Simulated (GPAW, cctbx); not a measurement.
## ZrBiPd6: what bonding does to one electron reflection, worked out

ZrBiPd6, P4/mmm (no. 123), a = 4.0792 Å, b = 4.0792 Å, c = 8.1948 Å, α = 90.00°, β = 90.00°, γ = 90.00°.

| atom | mult. | x | y | z |
| --- | --- | --- | --- | --- |
| Bi1 | 1 | 0 | 0 | 1/2 |
| Pd1 | 4 | 0 | 1/2 | 0.7622 |
| Pd2 | 1 | 1/2 | 1/2 | 1/2 |
| Pd3 | 1 | 1/2 | 1/2 | 0 |
| Zr1 | 1 | 0 | 0 | 0 |

The start was made by putting kin elements into a known structure type; the compound need not exist, or be stable, in this form.

A DFT run (GPAW, PBE, 450 eV, 6×6×3 k-points (along the axes of the calculation cell), Fermi–Dirac width 0.1 eV) gives the static X-ray structure factor of 102 as 27.661 e for the conventional cell; superposed free atoms give 27.298 e. **Problem.** Find the Fourier component V of the crystal potential and the two-beam extinction distance at 300 kV in both cases, then the holographic phase shift per nanometre.

### 1. Geometry

The cell volume is Ω = 136.36 Å³ and d(102) = 2.8908 Å, so g = 1/d = 0.3459 Å⁻¹.

### 2. The nuclei

Electrons feel nuclei as well as electrons, so the nuclear charges are summed with the same phases.

Phase sums Σ exp(2πi h·x), turned so that the total is real and positive: Bi +1.000, Pd -2.000, Zr +1.000. Then F_Z = 83 × (+1.000) + 46 × (-2.000) + 40 × (+1.000) = 31.00 e. The electron term has the same sign for this reflection.

### 3. Mott–Bethe

Poisson's equation, term by term, gives V = (e/4πε₀)(F_Z − F)/(πΩg²), with e/4πε₀ = 14.3996 V Å.

The prefactor is 14.3996 × 2.8908²/(π × 136.36) = 0.28089 V per electron. Free atoms: (31.00 − 27.298) × 0.28089 = 1.040 V. Crystal: (31.00 − 27.661) × 0.28089 = 0.938 V. F changes by +1.33 % and V by -9.8 %: the same 0.36 e is measured against F_Z − F = 3.7 e in place of F = 27.3 e.

### 4. Extinction distance

In the two-beam case ξ = 1/(λU) with U = 2γm₀eV/h², that is ξ = 150.41 V Å²/(γλV).

At 300 kV, λ = 0.01969 Å and γ = 1.5871. Free atoms: ξ = 4629 Å. Crystal: ξ = 5133 Å. The thickness fringes go as sin²(πt/ξ), so the two patterns slip by a quarter of a period when t|1/ξ₁ − 1/ξ₀| = 1/4, at t ≈ 1180 nm, thicker than usual samples. Thermal motion, absorption and many-beam coupling, left out here, change a real pattern.

### 5. Phase shift

A slab run (normal [001], unrelaxed) gives a mean inner potential of 25.15 V; free atoms give 25.56 V. The phase shift is φ = C_E V₀ t, with C_E = (2π/λE)(E + m₀c²)/(E + 2m₀c²).

C_E = 6.526 × 10⁻³ rad/(V nm). The shift is 0.1641 rad/nm in the crystal and 0.1668 rad/nm for free atoms. A sample 50 nm thick gives φ = 8.21 rad; read with the free-atom value it would seem 49.2 nm thick.

### 6. Answer

V(102) is 0.94 V against 1.04 V, and ξ is 5133 against 4629 Å. The phase shift is 0.164 rad/nm, and free atoms would misjudge a thickness by -2 %. Limits: static atoms, two beams.
